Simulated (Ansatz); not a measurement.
## Sensitivity of the G0W0 gap of CO2 (Pa-3)

Aim: change settings of a G0W0 run on CO2 (Pa-3) and see what moves.

Method: G0W0 on PBE, plane waves, PAW; PAW set soft_1, in Ansatz 0.2.0.

### Step 1. The starting structure

The structure is cubic, space group Pa-3 (No. 205). Conventional cell: a = 5.497 Å, b = 5.497 Å, c = 5.497 Å, α = 90.00°, β = 90.00°, γ = 90.00°. C has 2 O at 1.17 Å nearest. Nearest to O lie 1 C at 1.17 Å. Farther neighbours and most contacts between anions are not listed.

The cell and positions are those that the Materials Project relaxed with its own functionals (PBE, PBE+U or r2SCAN), kept fixed.

### Step 2. The base run: 2×2×2 mesh, 423 empty bands, screening to 108 eV, PAW set soft_1 files

Now the one-shot GW correction: screening in the RPA, then the self-energy of the levels asked for. This step takes PAW set soft_1 files.

Contents of input.yaml:

```yaml
crystal:
  lattice:
    - [5.49707328, 0.0, 0.0]
    - [0.0, 5.49707328, 0.0]
    - [0.0, 0.0, 5.49707328]
  atoms:
    - { symbol: C, position: [0.0, 0.0, 0.0] }
    - { symbol: C, position: [0.5, 0.0, 0.5] }
    - { symbol: C, position: [0.5, 0.5, 0.0] }
    - { symbol: C, position: [0.0, 0.5, 0.5] }
    - { symbol: O, position: [0.12253698, 0.12253698, 0.12253698] }
    - { symbol: O, position: [0.37746302, 0.87746302, 0.62253698] }
    - { symbol: O, position: [0.62253698, 0.37746302, 0.87746302] }
    - { symbol: O, position: [0.87746302, 0.62253698, 0.37746302] }
    - { symbol: O, position: [0.87746302, 0.87746302, 0.87746302] }
    - { symbol: O, position: [0.62253698, 0.12253698, 0.37746302] }
    - { symbol: O, position: [0.37746302, 0.62253698, 0.12253698] }
    - { symbol: O, position: [0.12253698, 0.37746302, 0.62253698] }
kpoints:
  mp_grid: { grid: [2, 2, 2] }
hamiltonian:
  xc: pbe
  pseudopotentials: { kind: paw, azcp: { folder: soft_1 } }
scf:
  occupations: { method: fixed }
gw:
  n_empty_bands: 423
  ecut_chi: 108
  qp_bands: [v4, c4]
  qp_kpoints: band_edges
  screening: { model: contour_deformation }
```

Launch:

```sh
> ansatz run input.yaml --threads 4 --pin off --max-ram 138240MiB --backend cuda --events-out ev --progress --plain --runs-dir out --devices 1 --max-vram 26GiB
```

Numbers of over 12 decimals in the logs are rounded to 6 here.

Output:

```text
GPUs: using 1 of 1 available (devices: 1).
Engine: ansatz 0.2.0, x86_64-unknown-linux-gnu
Pseudopotentials: kind: paw
Pseudopotential: C, paw, valence charge 4, recommended cutoff 420 eV (normal), soft_1/C.paw.azcp
Pseudopotential: O, paw, valence charge 6, recommended cutoff 420 eV (normal), soft_1/O.paw.azcp
Functional definition: PBE
  parameter kappa = 0.804
  parameter beta = 0.066725
  exchange = pbe_x(kappa = kappa, mu = beta*pi^2/3)
  correlation = pbe_c(beta = beta)
device memory: the entry about to start is reckoned to put 3.1 GiB on a device that reports 40.3 GiB free (of which the cap on the GPU budget leaves the run 26.0 GiB)
GPU FFT provider: cuFFT
GPU libraries: cuBLAS 13.8.2, cuFFT 12.4.0, cuSOLVER 12.3.4
Crystal: 12 atoms, lattice volume = 166.110 Å³
Basis set: ecut = 420 eV, 3239 PW (Γ)
Bands: 44, of which v1, the nominal top of the filled ones, is band 32 counted from 1 (31 counted from 0)
Symmetry: 24 space group operations
Space group: Pa-3 (ITA 205), of the structure as read, at distance tolerance 5.5e-5 Å
k-points: 4 of 8
Non-local potential: C, projectors of the file, l = 0: 2, l = 1: 2, l = 2: 1
Non-local potential: O, projectors of the file, l = 0: 2, l = 1: 2, l = 2: 1
PAW form: soft (Blöchl's): semilocal exchange-correlation on the pseudo side does not see the compensation charge
PAW one-centre angular grid: C, 110 points (default); XC on 64 Gauss nodes
PAW one-centre angular grid: O, 110 points (default); XC on 64 Gauss nodes
Initial density: superposition of atomic densities (chi_scale 0.1, normalization cell, long waves kept (reshape's long-wave potential 0.02 eV rms))
Initial wavefunctions: pseudopotential atomic-orbital guess
GPU buffer pool allocated for 64000 grid points (all kernels)
GPU transforms: local potential and band sums: pruned to the plane-wave sphere, on 40×40×40
Functional: x = pbe(κ = 0.804, μ = 0.219515), c = pbe(β = 0.066725)
SCF iter   1: F=—  HF=-5543.038948 eV  |F-HF|=—  |Δ(HF+E_count)|=         —  Δρ=1.00e-1  dr2=1.20e1  ethr=3.10e-3  ⟨swp⟩=4.2  Hψ=617  notcnv=0  defer=21
preconditioner: auto → Resta (q_TF=auto, 2.327 Å⁻¹)  ε∞=2.9  [insulator: Δε(μ)=7.892 eV  Ē_g=16.635 eV  n_scr=32 (ndim 8)  ℏωp=23.0 eV  f_vac=0.064  ε∞_Penn≈2.9]
SCF iter   2: F=—  HF=-5539.931956 eV  |F-HF|=—  |Δ(HF+E_count)|=    3.11e0  Δρ=4.22e-2  dr2=1.60e0  ethr=3.10e-3  ⟨swp⟩=3.0  Hψ=378  notcnv=0  defer=27
SCF iter   3: F=—  HF=-5539.569099 eV  |F-HF|=—  |Δ(HF+E_count)|=   3.63e-1  Δρ=1.69e-2  dr2=3.48e-1  ethr=2.50e-3  ⟨swp⟩=2.2  Hψ=273  notcnv=0  defer=26
SCF iter   4: F=—  HF=-5539.514932 eV  |F-HF|=—  |Δ(HF+E_count)|=   5.42e-2  Δρ=4.24e-3  dr2=1.35e-2  ethr=5.43e-4  ⟨swp⟩=2.2  Hψ=302  notcnv=0  defer=34
[...]
NSCF: frozen V_eff on 4 k-points
G₀W₀ screening: q 1/4
[... further progress lines ...]
SCF converged after 8 iterations
Free energy (F): -5539.521743 eV
Harris-Foulkes:  -5539.521743 eV  (|F-HF|=4.72e-9)
Internal energy: -5539.521743 eV  (E = F + TS)
E sigma→0 (E₀):  -5539.521743 eV
Fermi energy:    -1.652434 eV
--- Per-component energies (eV) ---
  E_band       = -568.666331
  E_kinetic    = 1681.072949
  E_local      = -4595.341505  (includes V_loc(G=0)·N_el)
  E_nonlocal   = 519.619979
  E_hartree    = 1573.012233
  E_xc         = -744.552333
  E_vxc        = -939.597522  (∫ρ·V_xc dr)
  E_paw        = -1703.663353  (= ΣΔE_a)
  E_vpaw       = -380.462503  (= ΣTr[D̂ρ^β])
  E_aug_tail   = 0.006180  (compensation charges beyond the density's cutoff)
  E_ewald      = -2269.675893
  E_smearing   = -0.000000  (= −TS)
  E_closure    = -0.000000  (closes the sum)
  Σ components = -5539.521743   (vs F -5539.521743, Δ=0.00e0)
--- Band table (eV) ---
  k-point 0: bands = [... 28 lower, -1.8780, -1.8780, -1.6524, -1.6524, 5.2187, 6.3073, 6.3073, 6.3073, ... 8 higher]
  k-point 1: bands = [... 28 lower, -1.9944, -1.9944, -1.7345, -1.7345, 6.2460, 6.2460, 6.5003, 6.5003, ... 8 higher]
  k-point 2: bands = [... 28 lower, -1.9627, -1.9627, -1.9627, -1.9627, 6.2455, 6.2455, 6.2455, 6.2455, ... 8 higher]
  k-point 3: bands = [... 28 lower, -2.0138, -2.0138, -2.0138, -2.0138, 6.2345, 6.2345, 6.2345, 6.2345, ... 8 higher]
--- G₀W₀: contour deformation, 5 samples at zero and on the imaginary axis and 0 off it, 8 q-points, 423 empty bands' worth ---
  eigenvalues of the whole cell's RPA ε∞ on this k-mesh (on a slab, of 1 + 4πα/V) = 1.9476, 1.9476, 1.9476; static W/v taken at q = 0 is 0.513447
  bands read: the sum over 455 bands ends inside a degenerate multiplet in 3 slots, whose members it reads at an even weight; the widest, k=2: bands 453 to 456 (counted from 1) at 3/4 each
  gw.qp_kpoints: band_edges: 4 of 4 stored k-points solved, in 1 pass; an edge of the gap read off the rows below is read off those points alone
    ik  band        ε_KS         Σx   Σc(E_QP)       V_xc       Z   E_QP_lin       E_QP  E_QP is
     0    29     -1.8780   -25.8760     3.3552   -20.4142  0.8172    -4.0181    -3.9845  root
     0    30     -1.8780   -25.8760     3.3552   -20.4142  0.8172    -4.0181    -3.9845  root
     0    31     -1.6524   -26.2247     3.3325   -20.8407  0.8170    -3.7347    -3.7038  root
     0    32     -1.6524   -26.2247     3.3325   -20.8407  0.8170    -3.7347    -3.7038  root
     0    33      5.2187    -6.4686    -3.2643   -11.2590  0.8794     6.7566     6.7448  root
     0    34      6.3073   -11.0059    -3.2513   -17.3055  0.8412     9.4127     9.3557  root
     0    35      6.3073   -11.0059    -3.2513   -17.3055  0.8412     9.4127     9.3557  root
     0    36      6.3073   -11.0059    -3.2513   -17.3055  0.8412     9.4127     9.3557  root
[...]
3    33      6.2345   -10.8974    -3.2343   -17.1563  0.8420     9.3146     9.2591  root
     3    34      6.2345   -10.8974    -3.2343   -17.1563  0.8420     9.3146     9.2591  root
     3    35      6.2345   -10.8974    -3.2343   -17.1563  0.8420     9.3146     9.2591  root
     3    36      6.2345   -10.8974    -3.2343   -17.1563  0.8420     9.3146     9.2591  root
```

Wall time 13 s (1 × NVIDIA H100 80GB HBM3 (shared by 3 runs) with 4 threads of AMD EPYC 7R13 (Zen 3), shared host); peak memory 1.2 GiB; 12 s of CPU time.

Reading the cycles: dr2 is the Hartree energy of the density residual (eV), the measure of convergence; HF is the Harris–Foulkes estimate of the energy, which meets the free energy F at convergence.

Numbers from this step:

| Quantity | Value |
| --- | --- |
| bands summed | 455 |
| RPA ε∞ on this mesh (eigenvalues) | 1.948, 1.948, 1.948 |
| plane waves in the screening matrix | 437 |
| q-points in the mesh | 8 |
| G0W0 gap on the mesh | 10.45 eV |
| k of the valence top | 0, 0, 0 |
| k of the conduction bottom | 0, 0, 0 |
| starting gap on the mesh | 6.871 eV |
| Z at the valence top | 0.8170 |
| Z at the conduction bottom | 0.8794 |
| least direct G0W0 gap on the computed points | 10.45 eV |

The gap on the mesh goes from 6.87 eV to 10.45 eV, a correction of +3.58 eV. Between the two edge states, bare exchange in place of the xc potential would open the gap by 10.17 eV, and correlation takes back 6.60 eV.

### Step 3. Variant: low screening cutoff

input.yaml, as its differences from that of step 2:

```diff
@@ -26,4 +26,4 @@
 gw:
-  n_empty_bands: 423
-  ecut_chi: 108
+  n_empty_bands: 495
+  ecut_chi: 55
   qp_bands: [v4, c4]
```

Output:

```text
GPUs: using 1 of 1 available (devices: 1).
[...]
GPU FFT provider: cuFFT
GPU libraries: cuBLAS 13.8.2, cuFFT 12.4.0, cuSOLVER 12.3.4
Crystal: 12 atoms, lattice volume = 166.110 Å³
Basis set: ecut = 420 eV, 3239 PW (Γ)
Bands: 44, of which v1, the nominal top of the filled ones, is band 32 counted from 1 (31 counted from 0)
[... 1 set-up line as in the run before ...]
[...]
k-points: 4 of 8
[...]
GPU buffer pool allocated for 64000 grid points (all kernels)
[...]
SCF iter   1: F=—  HF=-5543.038948 eV  |F-HF|=—  |Δ(HF+E_count)|=         —  Δρ=1.00e-1  dr2=1.20e1  ethr=3.10e-3  ⟨swp⟩=4.2  Hψ=617  notcnv=0  defer=21
[...]
SCF iter   8: F=-5539.521743 eV  HF=-5539.521743 eV  |F-HF|=4.72e-9  |Δ(HF+E_count)|=   1.37e-7  Δρ=5.57e-6  dr2=3.36e-8  ethr=1.56e-10  ⟨swp⟩=9.2  Hψ=870  notcnv=0
SCF 1 converged in 8 iterations: F = -5539.521743 eV  dr2 = 3.36e-8
[...]
NSCF: frozen V_eff on 4 k-points
[...]
G₀W₀ screening: q 1/4
[... further progress lines ...]
SCF converged after 8 iterations
Free energy (F): -5539.521743 eV
[...]
Internal energy: -5539.521743 eV  (E = F + TS)
E sigma→0 (E₀):  -5539.521743 eV
Fermi energy:    -1.652434 eV
[...]
--- Band table (eV) ---
  k-point 0: bands = [... 28 lower, -1.8780, -1.8780, -1.6524, -1.6524, 5.2187, 6.3073, 6.3073, 6.3073, ... 8 higher]
  k-point 1: bands = [... 28 lower, -1.9944, -1.9944, -1.7345, -1.7345, 6.2460, 6.2460, 6.5003, 6.5003, ... 8 higher]
  k-point 2: bands = [... 28 lower, -1.9627, -1.9627, -1.9627, -1.9627, 6.2455, 6.2455, 6.2455, 6.2455, ... 8 higher]
  k-point 3: bands = [... 28 lower, -2.0138, -2.0138, -2.0138, -2.0138, 6.2345, 6.2345, 6.2345, 6.2345, ... 8 higher]
[...]
0    29     -1.8780   -25.8760     3.4174   -20.4142  0.8266    -3.9543    -3.9223  root
     0    30     -1.8780   -25.8760     3.4174   -20.4142  0.8266    -3.9543    -3.9223  root
     0    31     -1.6524   -26.2247     3.4007   -20.8407  0.8267    -3.6648    -3.6356  root
     0    32     -1.6524   -26.2247     3.4007   -20.8407  0.8267    -3.6648    -3.6356  root
     0    33      5.2187    -6.4686    -3.3786   -11.2590  0.8824     6.6407     6.6305  root
     0    34      6.3073   -11.0059    -3.1626   -17.3055  0.8503     9.5059     9.4443  root
     0    35      6.3073   -11.0059    -3.1626   -17.3055  0.8503     9.5059     9.4443  root
     0    36      6.3073   -11.0059    -3.1626   -17.3055  0.8503     9.5059     9.4443  root
[...]
3    33      6.2345   -10.8974    -3.1459   -17.1563  0.8509     9.4073     9.3475  root
     3    34      6.2345   -10.8974    -3.1459   -17.1563  0.8509     9.4073     9.3475  root
     3    35      6.2345   -10.8974    -3.1459   -17.1563  0.8509     9.4073     9.3475  root
     3    36      6.2345   -10.8974    -3.1459   -17.1563  0.8509     9.4073     9.3475  root
```

The job ended after 7.9 s (1 × NVIDIA H100 80GB HBM3 (shared by 3 runs) with 4 threads; peak memory 1.2 GiB; 9.6 s of CPU time).

Against the base:

```
              setting  base  variant
          empty bands   423      495
screening cutoff (eV)   108       55
```

```
                                    quantity  variant    base
                    starting gap on the mesh    6.871   6.871
                        G0W0 gap on the mesh   10.266  10.449
least direct G0W0 gap on the computed points   10.266  10.449
                        Z at the valence top    0.827   0.817
                  Z at the conduction bottom    0.882   0.879
```

### Step 4. Variant: no symmetry

input.yaml, as its differences from that of step 3:

```diff
@@ -18,2 +18,3 @@
     - { symbol: O, position: [0.12253698, 0.37746302, 0.62253698] }
+  symmetry: { detect: false }
 kpoints:
@@ -26,4 +27,4 @@
 gw:
-  n_empty_bands: 495
-  ecut_chi: 55
+  n_empty_bands: 175
+  ecut_chi: 60
   qp_bands: [v4, c4]
```

Output:

```text
GPUs: using 1 of 1 available (devices: 1).
[...]
GPU FFT provider: cuFFT
GPU libraries: cuBLAS 13.8.2, cuFFT 12.4.0, cuSOLVER 12.3.4
Crystal: 12 atoms, lattice volume = 166.110 Å³
Basis set: ecut = 420 eV, 3239 PW (Γ)
Bands: 44, of which v1, the nominal top of the filled ones, is band 32 counted from 1 (31 counted from 0)
Symmetry: 1 space group operations
k-points: 8
[...]
GPU buffer pool allocated for 64000 grid points (all kernels)
[...]
SCF iter   1: F=—  HF=-5543.039180 eV  |F-HF|=—  |Δ(HF+E_count)|=         —  Δρ=1.00e-1  dr2=1.20e1  ethr=3.10e-3  ⟨swp⟩=4.2  Hψ=1238  notcnv=0  defer=37
[...]
SCF iter   9: F=-5539.521743 eV  HF=-5539.521743 eV  |F-HF|=2.78e-7  |Δ(HF+E_count)|=   1.05e-7  Δρ=9.08e-6  dr2=9.36e-8  ethr=1.56e-10  ⟨swp⟩=9.4  Hψ=1678  notcnv=0
SCF 1 converged in 9 iterations: F = -5539.521743 eV  dr2 = 9.36e-8
[...]
G₀W₀ screening: q 1/8
[... further progress lines ...]
SCF converged after 9 iterations
Free energy (F): -5539.521743 eV
[...]
Internal energy: -5539.521743 eV  (E = F + TS)
E sigma→0 (E₀):  -5539.521743 eV
Fermi energy:    -1.652528 eV
[...]
--- Band table (eV; the first three rows and the last of 8) ---
  k-point 0: bands = [... 28 lower, -1.8781, -1.8781, -1.6525, -1.6525, 5.2185, 6.3072, 6.3072, 6.3072, ... 8 higher]
  k-point 1: bands = [... 28 lower, -1.9945, -1.9945, -1.7346, -1.7346, 6.2459, 6.2459, 6.5002, 6.5002, ... 8 higher]
  k-point 2: bands = [... 28 lower, -1.9945, -1.9945, -1.7346, -1.7346, 6.2459, 6.2460, 6.5002, 6.5002, ... 8 higher]
  k-point 7: bands = [... 28 lower, -2.0139, -2.0139, -2.0139, -2.0139, 6.2344, 6.2344, 6.2344, 6.2344, ... 8 higher]
[...]
0    29     -1.8781   -25.8760     3.5578   -20.4142  0.8254    -3.8096    -3.7821  root
     0    30     -1.8781   -25.8760     3.5578   -20.4142  0.8254    -3.8096    -3.7821  root
     0    31     -1.6525   -26.2247     3.5444   -20.8408  0.8255    -3.5169    -3.4920  root
     0    32     -1.6525   -26.2247     3.5444   -20.8408  0.8255    -3.5169    -3.4920  root
     0    33      5.2185    -6.4685    -3.1861   -11.2590  0.8827     6.8364     6.8230  root
     0    34      6.3072   -11.0059    -2.9235   -17.3055  0.8499     9.7563     9.6833  root
     0    35      6.3072   -11.0059    -2.9235   -17.3055  0.8499     9.7563     9.6833  root
     0    36      6.3072   -11.0059    -2.9235   -17.3055  0.8499     9.7563     9.6833  root
[...]
7    33      6.2344   -10.8974    -2.9083   -17.1563  0.8505     9.6559     9.5850  root
     7    34      6.2344   -10.8974    -2.9083   -17.1563  0.8505     9.6559     9.5850  root
     7    35      6.2344   -10.8974    -2.9083   -17.1563  0.8505     9.6559     9.5850  root
     7    36      6.2344   -10.8974    -2.9083   -17.1563  0.8505     9.6559     9.5850  root
```

Run time: 6.5 s. Hardware: 1 × NVIDIA H100 80GB HBM3 (shared by 3 runs) with 4 threads; peak memory 1.1 GiB; 11 s of CPU time.

The G0W0 gap on the mesh is 10.315 eV.

Against the base:

```
              setting  base  variant
          empty bands   423      175
screening cutoff (eV)   108       60
   symmetry detection     -    false
```

```
                                    quantity  variant    base
                    starting gap on the mesh    6.871   6.871
                        G0W0 gap on the mesh   10.315  10.449
least direct G0W0 gap on the computed points   10.315  10.449
                        Z at the valence top    0.826   0.817
                  Z at the conduction bottom    0.883   0.879
```

### Step 5. Outcome

* base: 10.45 eV, 13 s
* low screening cutoff: 10.27 eV, 7.9 s
* no symmetry: 10.31 eV, 6.5 s

In words: Low screening cutoff: the gap moves by −0.18 eV; such settings are too crude to quote. The variant differs from the base in empty bands and screening cutoff together, so the change can't be laid to one of them. No symmetry: the gap moves by −0.13 eV. The variant differs from the base in empty bands, screening cutoff and symmetry detection together, so the change can't be laid to one of them. Symmetry itself changes the cost, not the physics. All runs here use a coarse mesh and modest cutoffs; they test settings and are not final values. The 2×2×2 mesh is coarse for this cell (its supercell is 11 Å along the shortest edge). The RPA ε∞ on it, from the PBE start, is 1.95; such meshes misread the long-range screening, most where the gap is narrow.

[Paths, hosts, dates, memory and timing lines, banners, echoed tables and standing remarks are left out of the program output.]

[Logs are printed without paths, hosts, clocks, repeated set-up lines and the standing remarks that a program may print on its own settings, such as how far it seeks lower states.]

[Runs of the session that timed out or met a known fault of the program may be left out.]

[Cells called generated may have been cut or substituted from an entry of the Crystallography Open Database or the Materials Project.]

[Hosts, paths, dates, database ids (printed as entryN), source tags and the programs' standing remarks are cut or masked in the printed files.]
